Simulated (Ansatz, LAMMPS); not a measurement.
# Structural relaxation of a frame of liquid 52SiO2-48Li2O (mol %) from 2790 K (69 atoms), part 2 of 2

Aim: bring a frame of liquid 52SiO2-48Li2O (mol %) from 2790 K (69 atoms) to a nearby minimum of the energy and see what moves.

Ansatz 0.2.0; Kohn-Sham DFT, revPBE, PAW (set soft_2), plane waves.

The cell: 12 Si, 22 Li and 35 O. The starting topology of bonds comes from the classical model. Sampling is at Γ alone, for a cell whose shortest periodic width is 9 Å.

So far, density (g/cm³): step 5 (structure statistics after relaxation) 2.33.

## (6) Single point at the relaxed geometry

The electronic structure is read at the final geometry, in a run of its own.

File input.yaml:

```yaml
crystal:
  lattice:
    - [9.0778, 0.0, 0.0]
    - [0.0, 9.0778, 0.0]
    - [0.0, 0.0, 9.0778]
  atoms:
    - { symbol: Si, position: [0.4297, 0.76364, 0.63955] }
    - { symbol: Si, position: [0.41244, 0.94231, 0.94098] }
    - { symbol: Si, position: [0.74551, 0.81807, 0.98671] }
    - { symbol: Si, position: [0.93499, 0.66714, 0.25549] }
    - { symbol: Si, position: [0.45958, 0.6127, 0.21054] }
    - { symbol: Si, position: [0.28506, 0.06429, 0.64631] }
    - { symbol: Si, position: [0.22221, 0.55045, 0.4422] }
    - { symbol: Si, position: [0.7935, 0.3471, 0.77948] }
[... 57 atom lines left out ...]
    - { symbol: O, position: [0.59589, 0.48808, 0.22713] }
    - { symbol: O, position: [0.36071, 0.90629, 0.74975] }
    - { symbol: O, position: [0.95682, 0.52573, 0.1469] }
    - { symbol: O, position: [0.28545, 0.87438, 0.04088] }
kpoints:
  mp_grid: { grid: [1, 1, 1] }
hamiltonian:
  xc: revpbe
scf:
  occupations: { method: gaussian, width: 0.025 }
output:
  forces: true
  stress: true
  populations: true
  dos:
    method: { smearing: { sigma: 0.1 } }
    de: 0.1
    projected: { site_lists: { Li: [Li], O: [O], Si: [Si] } }
  eigenvalues: true
  write_density: true
  write_potential: true
  volumetric_format: npy
```

On the command line:

```console
$ ansatz run input.yaml --threads 4 --pin off --max-ram 8192MiB --backend cpu --events-out ev --progress --plain --runs-dir out
```

Wall time 3 s (4 threads of AMD EPYC 9R45, shared host); peak memory 0.93 GiB.

Numbers from this run:

```yaml
free_energy: -32151.2549 eV
free_energy_per_atom: -465.9602 eV/atom
scf_cycles: 10
pressure: 2.322 GPa
r_m_s_force_component: 0.00555 eV/Å
longest_force: 0.03805 eV/Å
fermi_energy: 5.724 eV
spacing_of_highest_filled_and_lowest_empty_level: 4.005 eV
spilling_of_the_projection: 0.01208
```

Löwdin charges by element and coordination (they lack the spilled electrons, 0.057 e an atom on average):

```
element  coordination  atoms  mean charge (e)  spread   least    most
     Li           all     22            0.786  0.0148   0.763   0.814
     Li             3      7            0.790   0.017   0.768   0.814
     Li             4      9            0.784  0.0146   0.763   0.812
     Li             5      5            0.779  0.0084   0.766   0.789
     Li             6      1            0.798       0   0.798   0.798
      O           all     35           -0.933   0.108   -1.31  -0.729
      O             2      2           -0.788   0.014  -0.802  -0.774
      O             3      9           -0.855  0.0779  -0.965  -0.729
      O             4     15           -0.949  0.0639   -1.01  -0.842
      O             5      8           -0.981  0.0619   -1.05  -0.857
      O             6      1            -1.31       0   -1.31   -1.31
     Si           all     12             1.61  0.0597    1.50    1.70
     Si             4     11             1.61  0.0618    1.50    1.70
     Si             5      1             1.58       0    1.58    1.58
```

States in the cell by windows of 1 eV, zero at the Fermi level; the larger projections on atomic orbitals stand beside the total:

```
from (eV)  to (eV)  total   O p  Si p  Li s
      -10       -9    7.7   5.3   0.8   0.0
       -9       -8   11.3   8.3   1.5   0.1
       -8       -7   11.9   8.8   1.6   0.2
       -7       -6   27.7  22.0   2.8   0.6
       -6       -5   35.2  30.4   2.0   1.1
       -5       -4   40.3  37.2   1.0   0.7
       -4       -3   44.7  42.4   0.7   0.4
       -3       -2   21.7  20.8   0.2   0.3
       -2       -1    1.6   1.5   0.0   0.1
       -1        1    0.0   0.0   0.0   0.0
        1        2    0.8   0.0   0.0   0.4
        2        3    1.2   0.0   0.0   0.6
        3        4    5.9   0.7   0.7   2.2
        4        5   14.7   1.8   3.3   3.5
```

Between -26 and -10 eV lie 78 more states.

The stored curve holds about 280 of the 324 electrons; the rest, give or take the few that broadening carries across the Fermi level, lie in deeper levels below its range.

The levels nearest the highest filled one (over half full), pooled over k-points and spins:

```
level less the highest filled one (eV)  occupation
                                -0.593           2
                                -0.538           2
                                -0.358           2
                                -0.217           2
                               -0.0577           2
                                     0           2
                                  4.01           0
                                  5.61           0
                                  5.64           0
                                  5.95           0
                                  6.04           0
                                  6.17           0
```

Valence density in the ac plane at fractional y = 0.177, with atoms of Si and Li and O within 0.2 Å of it. It is the smooth field of the valence electrons, not physical close to the nuclei.

Ten steps, logarithmic in the rise over the least value, from '0' (0.0 e/Å³) to '9' (6.6 e/Å³), each cell a mean:
```
1112797336775310001114762
0001686235765210000001321
0011232124543210001111110
0123432112225762122211100
0246653111126973345432100
1357764212224753478752100
1257764334553223589963100
0235543347886322579853100
0112333358997422356542000
0001112357996323223221000
0000011235664245311100000
0000011123332123211000000
0000001243212221111110000
0000001476324443222221000
0000000365347875433332100
0000000012358986433332100
0000000001258986422332100
1111100000246765433332100
2333210000123433456542111
4565310000014533578753112
5776420000028963589963112
4676421001138963589863112
3454321112334422356642322
2232464134654211123324762
```
Columns run along a (9.1 Å), rows up along c (9.1 Å). Atoms in or near the plane, at fractional coordinates: Si at (0.71, 0.30), Li at (0.53, 0.81), Li at (0.21, 0.96), Li at (0.52, 0.11), O at (0.42, 0.63), O at (0.53, 0.33), O at (0.74, 0.12), O at (0.73, 0.71).

Electrostatic potential energy in the ac plane at fractional y = 0.177, with atoms of Si and Li and O within 0.2 Å of it. With pseudopotentials it is smooth inside the atoms' cores, unlike the true potential.

Values in eV, 13 rows by 16 columns, each cell a mean:
```
  7   7  -7 -25  -8   6 -11  -8   7   7   8   9   8   1 -11  -1
  9   8   5  -1   4   8   7   3  -5   0   7   9   8   7   6   7
 10   7  -6   3   8   9   8  -1 -22 -12   5   1   2   8   9   9
 10   6 -14  -2   5   5   2   1   0   3   1 -31 -27   6   9  10
 10  10   8   4   0  -3 -32 -29   4   5   5  -8  -4   9   9   9
  9   9   8   6   4   3 -13 -10   4  -7  -3   6   8   9   8   8
  8   9   9   7   4  -2   3   7   6   0   1   5   8   9   9   8
  8   9   9   7  -1 -17  -6   5  -3   2   0  -5   1   7   9   8
  8   9   9   7   4   0   4  -7 -34 -23 -22 -34 -24   2   7   8
  9  10  10   9   7   7   8   5 -10  -5 -20 -33 -22   2   7   8
  7  -1   8  10   9   8   7   2  -7   0   0 -22 -17   6   8   9
  3 -15   3   9   8   8   6  -7 -25  -7   1 -29 -27   4   7   7
  8   8   3  -5   2   8   4   2   0   4   8   5   4   1 -11  -1
```
Columns run along a (9.1 Å; values clipped at the 3rd and 97th percentile), rows up along c (9.1 Å). Atoms in or near the plane, at fractional coordinates: Si at (0.71, 0.30), Li at (0.53, 0.81), Li at (0.21, 0.96), Li at (0.52, 0.11), O at (0.42, 0.63), O at (0.53, 0.33), O at (0.74, 0.12), O at (0.73, 0.71).

Mean Löwdin charges: Li +0.79, O -0.93, Si +1.61 e (they miss 1.2 % of the electrons, so they add up to more than the cell's charge). The largest share in the top eV of filled states is O p (97 % of the projected weight), and in the lowest eV of empty states Li s (53 % of the projected weight).

The surroundings of O45, which has 5 bonded neighbours where the commonest count for O is 4, nearest first, numbered as they follow in the input and with coordinates relative to it.

```
atom      x      y      z  distance (Å)  bonds  Löwdin charge (e)
 O45   0.00   0.00   0.00          0.00      5              -0.99
 Si6   0.30   0.57   1.52          1.65      4               1.55
Li23  -1.39  -1.39  -0.01          1.97      5               0.79
Li15   1.90  -0.50  -0.74          2.10      4               0.77
Li16   0.82   1.97  -0.56          2.21      4               0.80
Li18  -0.35  -0.29  -2.27          2.32      4               0.77
 O35   1.55   1.60   1.34          2.60      5              -1.05
 O67   0.99  -0.86   2.46          2.79      3              -0.73
 O52  -0.89   1.10   2.45          2.83      3              -0.96
```

The column of bonds counts only the pairs O-Li within 2.58 Å, O-Si within 2.16 Å; other neighbours, such as metal atoms beside each other in a compound, aren't counted, and periodic images can show an atom twice.

## (7) What came out

| Property | Result |
| --- | --- |
| energy change in the relaxation | -454.2 meV/atom |
| r.m.s. displacement | 0.773 Å |
| largest displacement | 1.91 Å |
| free energy per atom | -465.9602 eV/atom |
| pressure | 2.322 GPa |
| r.m.s. force component | 0.00555 eV/Å |
| gap (highest filled to lowest empty level) | 4.005 eV |
| wall time of the 3 DFT runs | 60 s |

In words: Relaxation lowers the energy by 454 meV/atom and moves atoms by 0.77 Å r.m.s.; the r.m.s. force component goes from 2.9 to 0.0056 eV/Å, the pressure goes from 14 to 2.3 GPa, and the gap from 1.23 to 4.01 eV. By the final cutoffs 22 of 129 bonded pairs parted and 30 joined. First to last step the energy falls by 31.340 eV; the largest move, 1.91 Å, is that of Li34. The O-Li bonds change most in mean length: from 2.140 Å (spread 0.229) to 2.049 Å (spread 0.153), and their number from 81 to 88. Counting bonds as in the table, 41 % of Li atoms have 4, 43 % of O atoms have 4 and 92 % of Si atoms have 4 bonded neighbours. 37 % of the oxygens bridge two formers (Si) and 57 % are non-bridging; 3 % join three; 3 % join none. Filled and empty levels are parted by 4.01 eV (at Γ alone); a semilocal functional tends to put such gaps too low. In a disordered cell it changes from sample to sample and from frame to frame.

What to keep in mind: The starting topology of bonds comes from the classical model; in DFT 22 of its 129 bonded pairs passed out of the cutoffs and 30 came within them. The pressure of 2.3 GPa shows the cell to be compressed for this functional.

[Logs are printed without paths, hosts, clocks, repeated set-up lines and the standing remarks that a program may print on its own settings, such as how far it seeks lower states.]

[Hosts, paths, dates, database ids (printed as entryN), source tags and the programs' standing remarks are cut or masked in the printed files.]
